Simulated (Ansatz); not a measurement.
# BP (F-43m): the dielectric response against the k mesh

Aim: how dense a k mesh do ε∞ and the zone-centre modes of BP (F-43m) need?

Calculated with Ansatz 0.2.0; DFT LDA, scalar-relativistic, plane waves, PAW; PAW set soft_1.

## 1. The starting structure

The structure is cubic, space group F-43m (No. 216). The conventional cell has a = 4.538 Å, b = 4.538 Å, c = 4.538 Å, α = 90.00°, β = 90.00°, γ = 90.00°. Nearest to B lie 4 P at 1.97 Å. P has 4 B at 1.97 Å nearest. Farther neighbours are not listed.

## 2. Bringing the structure to rest

Harmonic phonons are second derivatives at a point where the forces vanish, and they are wanted at zero stress, so atoms and cell are relaxed first.

Input file input.yaml:

```yaml
crystal:
  lattice:
    - [0.0, 2.269, 2.269]
    - [2.269, 0.0, 2.269]
    - [2.269, 2.269, 0.0]
  atoms:
    - { symbol: B, position: [0.0, 0.0, 0.0] }
    - { symbol: P, position: [0.75, 0.75, 0.75] }
kpoints:
  mp_grid: { grid: [10, 10, 10] }
hamiltonian:
  xc: lda
  pseudopotentials: { kind: paw, azcp: { folder: soft_1 }, xc_functional: pbe }
scf:
  occupations: { method: gaussian, width: 0.02 }
output:
  forces: true
  stress: true
  eigenvalues: true
  write_density: true
  write_potential: true
  elf: true
  volumetric_format: npy
relax:
  adjacent_minimum: "off"
  f_tol: 0.005
  max_steps: 80
  cell: { stress_tol: 0.05 }
```

Command:

```console
$ ansatz run input.yaml --threads 4 --pin off --max-ram 10240MiB --backend cpu --events-out ev --progress --plain --runs-dir out
```

Numbers of over 12 decimals in the logs are rounded to 6 here.

The log of the run:

```text
Engine: ansatz 0.2.0, x86_64-unknown-linux-gnu
Pseudopotentials: kind: paw
Pseudopotential: B, paw, valence charge 3, recommended cutoff 420 eV (normal), soft_1/B.paw.azcp
Pseudopotential: P, paw, valence charge 5, recommended cutoff 420 eV (normal), soft_1/P.paw.azcp
Functional definition: SPW92
  exchange = slater_x
  correlation = pw_c
Crystal: 2 atoms, lattice volume = 23.363 Å³
Basis set: ecut = 420 eV, 459 PW (Γ)
Bands: 8, of which v1, the nominal top of the filled ones, is band 4 counted from 1 (3 counted from 0)
Symmetry: 24 space group operations
Space group: F-43m (ITA 216), of the structure as read, at distance tolerance 2.9e-5 Å
k-points: 47 of 1000 (time reversal used)
Non-local potential: B, projectors of the file, l = 0: 2, l = 1: 2, l = 2: 1
Non-local potential: P, projectors of the file, l = 0: 2, l = 1: 2, l = 2: 1
PAW form: soft (Blöchl's): semilocal exchange-correlation on the pseudo side does not see the compensation charge
PAW frozen core: B, regenerated for the run's functional, and the local potential with it (the file was generated under x = pbe(κ = 0.804, μ = 0.219515), c = pbe(β = 0.066725))
PAW frozen core: P, regenerated for the run's functional, and the local potential with it (the file was generated under x = pbe(κ = 0.804, μ = 0.219515), c = pbe(β = 0.066725))
PAW one-centre angular grid: B, 110 points (default); XC on 64 Gauss nodes
PAW one-centre angular grid: P, 110 points (default); XC on 64 Gauss nodes
Initial density: superposition of atomic densities (chi_scale 0.1, normalization cell, long waves kept (reshape's long-wave potential 0.00 eV rms))
Initial wavefunctions: pseudopotential atomic-orbital guess
Functional: x = slater, c = lda
SCF iter   1: F=—  HF=-877.401919 eV  |F-HF|=—  |Δ(HF+E_count)|=         —  Δρ=9.12e-2  dr2=2.19e0  ethr=3.10e-3  ⟨swp⟩=6.3  Hψ=3578  notcnv=0
preconditioner: auto → none  [insulator: Δε(μ)=1.983 eV  Ē_g=12.873 eV  σ=0.020 eV  W_gap=1.00  n_scr=0 (ndim 8)  ℏωp=21.7 eV  f_vac=0.000  D(μ)=0.00/eV (n_scr^D=0)  ε∞_Penn≈3.8]
SCF iter   2: F=—  HF=-876.680554 eV  |F-HF|=—  |Δ(HF+E_count)|=   7.21e-1  Δρ=2.93e-2  dr2=1.56e-1  ethr=3.10e-3  ⟨swp⟩=2.9  Hψ=1155  notcnv=0
SCF iter   3: F=—  HF=-876.630547 eV  |F-HF|=—  |Δ(HF+E_count)|=   5.00e-2  Δρ=1.12e-2  dr2=1.87e-2  ethr=1.95e-3  ⟨swp⟩=3.0  Hψ=752  notcnv=0
SCF iter   4: F=—  HF=-876.625106 eV  |F-HF|=—  |Δ(HF+E_count)|=   5.44e-3  Δρ=1.56e-3  dr2=2.72e-4  ethr=2.34e-4  ⟨swp⟩=3.0  Hψ=753  notcnv=0
SCF iter   5: F=—  HF=-876.625051 eV  |F-HF|=—  |Δ(HF+E_count)|=   5.55e-5  Δρ=6.20e-5  dr2=3.26e-7  ethr=3.40e-6  ⟨swp⟩=2.9  Hψ=607  notcnv=0
SCF iter   6: F=—  HF=-876.625050 eV  |F-HF|=—  |Δ(HF+E_count)|=   8.45e-7  Δρ=1.24e-5  dr2=1.66e-8  ethr=1.25e-9  ⟨swp⟩=11.0  Hψ=2951  notcnv=0
SCF iter   7: F=-876.625050 eV  HF=-876.625050 eV  |F-HF|=5.98e-11  |Δ(HF+E_count)|=   3.02e-9  Δρ=6.43e-7  dr2=1.03e-10  ethr=2.07e-10  ⟨swp⟩=5.7  Hψ=1858  notcnv=0
SCF 1 converged in 7 iterations: F = -876.625050 eV  dr2 = 1.03e-10
  greatest PAW one-centre occupation: 0.761 electrons in one spin orbital (limit 2), on the P atom at site 1 (counted from 0), in its partial waves of l = 0
relax step   1: F+E_penalty+E_count = -876.62505011 eV  Δ(F+E_penalty+E_count) = +0.000e0 eV  max|allowed force component| = 3.701e-16 eV/Å  Δτ_max = 0.0000 Å  P = -5.214 GPa  Ω = 23.363 Å³  (7 SCF iters, dr2 threshold 1.00e-7 eV, accepted)
Crystal: 2 atoms, lattice volume = 22.958 Å³
Initial density: handed on by an earlier stage of this run
Initial wavefunctions: those handed on with the density
iter 1 solved again at ethr=4.08e-5 eV; its pass at ethr=3.10e-3 eV (dr2=3.27e-3 eV) is discarded
SCF iter   1: F=—  HF=-876.636144 eV  |F-HF|=—  |Δ(HF+E_count)|=         —  Δρ=3.26e-3  dr2=3.27e-3  ethr=4.08e-5  ⟨swp⟩=2.0  Hψ=3745  notcnv=0
preconditioner: auto → none  [insulator: Δε(μ)=1.194 eV  Ē_g=12.836 eV  σ=0.020 eV  W_gap=1.00  n_scr=0 (ndim 8)  ℏωp=21.9 eV  f_vac=0.000  D(μ)=0.00/eV (n_scr^D=0)  ε∞_Penn≈3.9]
SCF iter   2: F=—  HF=-876.635014 eV  |F-HF|=—  |Δ(HF+E_count)|=   1.13e-3  Δρ=7.51e-4  dr2=1.55e-4  ethr=4.08e-5  ⟨swp⟩=3.2  Hψ=753  notcnv=0
SCF iter   3: F=—  HF=-876.634955 eV  |F-HF|=—  |Δ(HF+E_count)|=   5.84e-5  Δρ=2.35e-4  dr2=1.44e-5  ethr=1.93e-6  ⟨swp⟩=2.0  Hψ=566  notcnv=0
SCF iter   4: F=—  HF=-876.634950 eV  |F-HF|=—  |Δ(HF+E_count)|=   5.35e-6  Δρ=4.11e-5  dr2=2.07e-7  ethr=1.81e-7  ⟨swp⟩=2.0  Hψ=564  notcnv=0
SCF iter   5: F=-876.634950 eV  HF=-876.634950 eV  |F-HF|=1.65e-11  |Δ(HF+E_count)|=   4.09e-8  Δρ=1.42e-6  dr2=1.88e-10  ethr=2.50e-9  ⟨swp⟩=9.5  Hψ=2628  notcnv=0
SCF 2 converged in 5 iterations: F = -876.634950 eV  dr2 = 1.88e-10
  greatest PAW one-centre occupation: 0.762 electrons in one spin orbital (limit 2), on the P atom at site 1 (counted from 0), in its partial waves of l = 0
relax step   2: F+E_penalty+E_count = -876.63494985 eV  Δ(F+E_penalty+E_count) = -9.900e-3 eV  max|allowed force component| = 1.064e-16 eV/Å  Δτ_max = 0.0000 Å  P = -2.378 GPa  Ω = 22.958 Å³  energy of the carried Pulay correction = +2.401e-4 eV  (5 SCF iters, dr2 threshold 2.00e-7 eV, accepted)
Crystal: 2 atoms, lattice volume = 22.628 Å³
iter 1 solved again at ethr=2.84e-5 eV; its pass at ethr=3.10e-3 eV (dr2=2.27e-3 eV) is discarded
SCF iter   1: F=—  HF=-876.638342 eV  |F-HF|=—  |Δ(HF+E_count)|=         —  Δρ=2.75e-3  dr2=2.27e-3  ethr=2.84e-5  ⟨swp⟩=2.0  Hψ=3729  notcnv=0
preconditioner: auto → none  [insulator: Δε(μ)=1.173 eV  Ē_g=12.945 eV  σ=0.020 eV  W_gap=1.00  n_scr=0 (ndim 8)  ℏωp=22.1 eV  f_vac=0.000  D(μ)=0.00/eV (n_scr^D=0)  ε∞_Penn≈3.9]
SCF iter   2: F=—  HF=-876.637553 eV  |F-HF|=—  |Δ(HF+E_count)|=   7.89e-4  Δρ=6.22e-4  dr2=1.04e-4  ethr=2.84e-5  ⟨swp⟩=2.9  Hψ=734  notcnv=0
SCF iter   3: F=—  HF=-876.637514 eV  |F-HF|=—  |Δ(HF+E_count)|=   3.90e-5  Δρ=1.94e-4  dr2=9.56e-6  ethr=1.30e-6  ⟨swp⟩=2.0  Hψ=566  notcnv=0
SCF iter   4: F=-876.637510 eV  HF=-876.637510 eV  |F-HF|=3.47e-8  |Δ(HF+E_count)|=   3.54e-6  Δρ=3.44e-5  dr2=1.41e-7  ethr=2.50e-9  ⟨swp⟩=8.8  Hψ=2955  notcnv=0
SCF 3 converged in 4 iterations: F = -876.637510 eV  dr2 = 1.41e-7
  greatest PAW one-centre occupation: 0.763 electrons in one spin orbital (limit 2), on the P atom at site 1 (counted from 0), in its partial waves of l = 0
relax step   3: F+E_penalty+E_count = -876.63751043 eV  Δ(F+E_penalty+E_count) = -2.561e-3 eV  max|allowed force component| = 9.714e-17 eV/Å  Δτ_max = 0.0000 Å  P = +0.109 GPa  Ω = 22.628 Å³  energy of the carried Pulay correction = +4.381e-4 eV  (4 SCF iters, dr2 threshold 2.00e-7 eV, accepted)
[...]
relax step   4: F+E_penalty+E_count = -876.63750676 eV  Δ(F+E_penalty+E_count) = +3.672e-6 eV  max|allowed force component| = 9.714e-17 eV/Å  Δτ_max = 0.0000 Å  P = +0.002 GPa  Ω = 22.642 Å³  energy of the carried Pulay correction = +4.298e-4 eV  (3 SCF iters, dr2 threshold 2.95e-8 eV, accepted)
Initial wavefunctions: pseudopotential atomic-orbital guess (no wavefunctions were taken with the density)
iter 1 solved again at ethr=1.74e-6 eV; its pass at ethr=3.10e-3 eV (dr2=1.39e-4 eV) is discarded
SCF iter   1: F=—  HF=-876.637130 eV  |F-HF|=—  |Δ(HF+E_count)|=         —  Δρ=5.27e-5  dr2=8.27e-8  ethr=1.74e-6  ⟨swp⟩=2.4  Hψ=4622  notcnv=0
eigensolver tolerance schedule: the retry pair's looser diagonalisation over-reported the residual by 1683.29 of it (diagonalisation noise at 17.38 of the residual, at the tolerance the schedule requests for it); recorded, not acted on — ethr = c·dr2/N_el stays at c = 1.0e-1
preconditioner: auto → none  [insulator: Δε(μ)=1.150 eV  Ē_g=12.936 eV  σ=0.020 eV  W_gap=1.00  n_scr=0 (ndim 8)  ℏωp=22.1 eV  f_vac=0.000  D(μ)=0.00/eV (n_scr^D=0)  ε∞_Penn≈3.9]
SCF iter   2: F=—  HF=-876.637130 eV  |F-HF|=—  |Δ(HF+E_count)|=   5.57e-7  Δρ=2.62e-5  dr2=1.69e-8  ethr=1.03e-9  ⟨swp⟩=2.7  Hψ=619  notcnv=0
SCF iter   3: F=—  HF=-876.637130 eV  |F-HF|=—  |Δ(HF+E_count)|=   3.41e-8  Δρ=2.40e-6  dr2=2.86e-10  ethr=2.12e-10  ⟨swp⟩=1.9  Hψ=509  notcnv=0
SCF iter   4: F=—  HF=-876.637130 eV  |F-HF|=—  |Δ(HF+E_count)|=  2.32e-10  Δρ=4.75e-7  dr2=3.32e-11  ethr=1.00e-12  ⟨swp⟩=7.6  Hψ=2102  notcnv=0
SCF iter   5: F=-876.637130 eV  HF=-876.637130 eV  |F-HF|=5.68e-13  |Δ(HF+E_count)|=  5.46e-12  Δρ=1.05e-7  dr2=1.02e-12  ethr=1.00e-12  ⟨swp⟩=5.8  Hψ=1374  notcnv=0
SCF 5 converged in 5 iterations: F = -876.637130 eV  dr2 = 1.02e-12
relax step   5: F+E_penalty+E_count = -876.63713030 eV  Δ(F+E_penalty+E_count) = +3.765e-4 eV  max|allowed force component| = 1.156e-16 eV/Å  Δτ_max = 0.0000 Å  P = -0.026 GPa  Ω = 22.642 Å³  stress off target by 2.55e-2 GPa  SCF on the basis re-selected at this cell (its energy is not comparable with the rows above)  (5 SCF iters)
basis re-selected at this cell: Δ(F+E_penalty+E_count) = +3.765e-4 eV, ΔP = -0.027 GPa vs the last step (what re-selecting the basis moved, of the pressure what is left beyond the Pulay correction that the steps carried, after the strain that the cell walked since its last selection, with what the two solves' SCF thresholds leave and, on support functions, any second-order correction that the steps lacked; it is no m [...]
SCF converged after 5 iterations
Free energy (F): -876.637130 eV
Harris-Foulkes:  -876.637130 eV  (|F-HF|=5.68e-13)
Internal energy: -876.637130 eV  (E = F + TS)
E sigma→0 (E₀):  -876.637130 eV
Fermi energy:    10.038577 eV
--- Per-component energies (eV) ---
  E_band       = 23.045359
  E_kinetic    = 122.410791
  E_local      = -61.177032  (includes V_loc(G=0)·N_el)
  E_nonlocal   = 41.765026
  E_hartree    = 16.689528
  E_xc         = -106.570328
  E_vxc        = -102.018176  (∫ρ·V_xc dr)
  E_paw        = -601.427641  (= ΣΔE_a)
  E_vpaw       = -11.314315  (= ΣTr[D̂ρ^β])
  E_aug_tail   = 0.000009  (compensation charges beyond the density's cutoff)
  E_ewald      = -288.490668
  E_core_change = 0.163186  (= ΣΔE_core)
  E_smearing   = -0.000000  (= −TS)
  E_closure    = 0.000000  (closes the sum)
  Σ components = -876.637130   (vs F -876.637130, Δ=0.00e0)
--- Forces (eV/Å), atoms counted from 1 ---
  atom   1  B     -0.00000000     0.00000000     0.00000000
  atom   2  P      0.00000000     0.00000000     0.00000000
  max |Σ_I F_I| component: 1.60e-16 eV/Å
--- Stress (GPa, compression-positive) ---
       -0.025503       0.000000       0.000000
        0.000000      -0.025503       0.000000
        0.000000       0.000000      -0.025503
  P = ⅓ Tr σ = -0.0255 GPa (-0.255 kbar)
--- Band table (eV; the first three rows and the last of 47) ---
  k-point 0: bands = ["-6.2095", "9.4637", "9.4637", "9.4637", "12.8892", "12.8892", "12.8892", "17.2871"]
  k-point 1: bands = ["-6.0250", "8.1507", "9.1628", "9.1628", "13.3048", "13.3048", "13.3419", "17.7647"]
  k-point 2: bands = ["-5.4780", "5.7737", "8.5939", "8.5939", "13.5914", "14.0282", "14.0282", "18.7873"]
  k-point 46: bands = ["-0.9458", "1.3224", "3.7537", "3.9121", "14.0019", "14.8545", "17.8330", "18.2268"]
--- Relaxed structure (4 steps of the walk, 4 accepted, 1 SCFs on fresh bases) ---
  F+E_penalty+E_count = -876.63713030 eV   max|allowed force component| = 1.156e-16 eV/Å   (the final SCF, on the basis selected at the relaxed cell)
  cell:  # Å, volume = 22.6422 Å³
    - [0, 2.245411, 2.245411]
    - [2.245411, 0, 2.245411]
    - [2.245411, 2.245411, 0]
  atoms:
    - { symbol: B, position: [0, 0, 0] }
    - { symbol: P, position: [0.75, 0.75, 0.75] }
```

Wall time 1.8 s (4 threads of AMD EPYC 7B13 (Zen 3), shared host); peak memory 0.35 GiB; 5.8 s of CPU time.

The steps of the relaxation:

```
step  energy less that of the first step (eV)  largest force component (eV/Å)  pressure (GPa)  volume (Å³)
   1                                   0.0000                          0.0000           -5.21        23.36
   2                                  -0.0099                          0.0000           -2.38        22.96
   3                                  -0.0125                          0.0000            0.11        22.63
   4                                  -0.0125                          0.0000            0.00        22.64
  5*                                  -0.0121                          0.0000           -0.03        22.64
```

Relaxation steps marked * repeat the geometry before them on a plane-wave basis chosen anew for their cell, so energy and pressure can jump there.

The run keeps the 24 symmetry operations that it works with, so distortions that break them were not tested.

```
conventional cell, symmetrised  before  after  change
                         a (Å)   4.538  4.491  -1.0 %
                         b (Å)   4.538  4.491  -1.0 %
                         c (Å)   4.538  4.491  -1.0 %
              volume (Å³/atom)   11.68  11.32  -3.1 %
```

Final coordinates:

```xyz
2
Lattice="0.0000 2.2454 2.2454 2.2454 0.0000 2.2454 2.2454 2.2454 0.0000" Properties=species:S:1:pos:R:3 pbc="T T T"
B     0.0000    0.0000    0.0000
P     3.3681    3.3681    3.3681
```

This step gave:

* pressure: -0.02550 GPa
* gap on the k-mesh: 1.150 eV
* volume per atom: 11.32 Å³

Valence density in the ac plane of a cell with a along [110], b along [-110] and c along [001] of the cube at fractional y = 0.500, with atoms of B and P within 0.2 Å of it. It is the smooth field of the valence electrons, not physical close to the nuclei.

Ten even steps from '0' (0.05 e/Å³) to '9' (0.87 e/Å³), each cell a mean:
```
642000135642000135
564101256564101256
156322562156322562
389655895389655895
799978998799978998
457857865457857865
124667531124667531
002465310002465310
001233100001233100
000111000000111000
000000000000000000
210000012210000012
```
Columns run along a (6.4 Å), rows up along c (4.5 Å), edges of the conventional cell, whose origin can differ from the input's. Atoms in or near the plane, at fractional coordinates: B at (0.75, 0.50), B at (0.25, 0.50), P at (0.50, 0.75), P at (0.00, 0.75).

ELF in the ac plane of a cell with a along [110], b along [-110] and c along [001] of the cube at fractional y = 0.500, with atoms of B and P within 0.2 Å of it. It is the smooth field of the valence electrons, not physical close to the nuclei.

Values, 7 rows by 16 columns, each cell a mean:
```
0.57 0.53 0.35 0.12 0.08 0.24 0.48 0.56 0.57 0.53 0.35 0.12 0.08 0.24 0.48 0.56
0.05 0.43 0.72 0.52 0.44 0.67 0.63 0.14 0.05 0.43 0.72 0.52 0.44 0.67 0.63 0.14
0.49 0.85 0.91 0.63 0.49 0.84 0.92 0.65 0.49 0.85 0.91 0.63 0.49 0.84 0.92 0.65
0.48 0.62 0.59 0.18 0.08 0.44 0.65 0.54 0.48 0.62 0.59 0.18 0.08 0.44 0.65 0.54
0.06 0.17 0.37 0.51 0.53 0.44 0.25 0.09 0.06 0.17 0.37 0.51 0.53 0.44 0.25 0.09
0.03 0.05 0.12 0.24 0.27 0.18 0.07 0.04 0.03 0.05 0.12 0.24 0.27 0.18 0.07 0.04
0.31 0.21 0.09 0.05 0.04 0.06 0.15 0.28 0.31 0.21 0.09 0.05 0.04 0.06 0.15 0.28
```
Columns run along a (6.4 Å), rows up along c (4.5 Å), edges of the conventional cell, whose origin can differ from the input's. Atoms in or near the plane, at fractional coordinates: B at (0.75, 0.50), B at (0.25, 0.50), P at (0.50, 0.75), P at (0.00, 0.75).

Electrostatic potential energy in the ac plane of a cell with a along [110], b along [-110] and c along [001] of the cube at fractional y = 0.500, with atoms of B and P within 0.2 Å of it. With pseudopotentials it is smooth inside the atoms' cores, unlike the true potential.

Ten even steps from '_' (-40 eV) to '@' (13 eV), each cell a mean:
```
**##%%@@@@@@@@%%****##%%@@@@@@@@%%**
__::##@@@@@@%%==..__::##@@@@@@%%==..
____++%%@@@@##::______++%%@@@@##::__
__..**%%%%%%##--____..**%%%%%%##--__
::++##++--==##**--::++##++--==##**--
%%%%##::....++%%%%%%%%##::....++%%%%
@@@@%%--..::**@@@@@@@@%%--..::**@@@@
@@@@@@##++**%%@@@@@@@@@@##++**%%@@@@
@@@@@@@@@@@@@@@@@@@@@@@@@@@@@@@@@@@@
@@@@@@@@@@@@@@@@@@@@@@@@@@@@@@@@@@@@
@@@@@@@@@@@@@@@@@@@@@@@@@@@@@@@@@@@@
@@@@@@@@@@@@@@@@@@@@@@@@@@@@@@@@@@@@
```
Columns run along a (6.4 Å; values clipped at the 3rd and 97th percentile), rows up along c (4.5 Å), edges of the conventional cell, whose origin can differ from the input's. Atoms in or near the plane, at fractional coordinates: B at (0.75, 0.50), B at (0.25, 0.50), P at (0.50, 0.75), P at (0.00, 0.75).

In this step the volume went from 11.68 to 11.32 Å³/atom.

(Part 1 of 2 ends here.)

[Logs are printed without paths, hosts, clocks, repeated set-up lines and the standing remarks that a program may print on its own settings, such as how far it seeks lower states.]

[Hosts, paths, dates, database ids (printed as entryN), source tags and the programs' standing remarks are cut or masked in the printed files.]
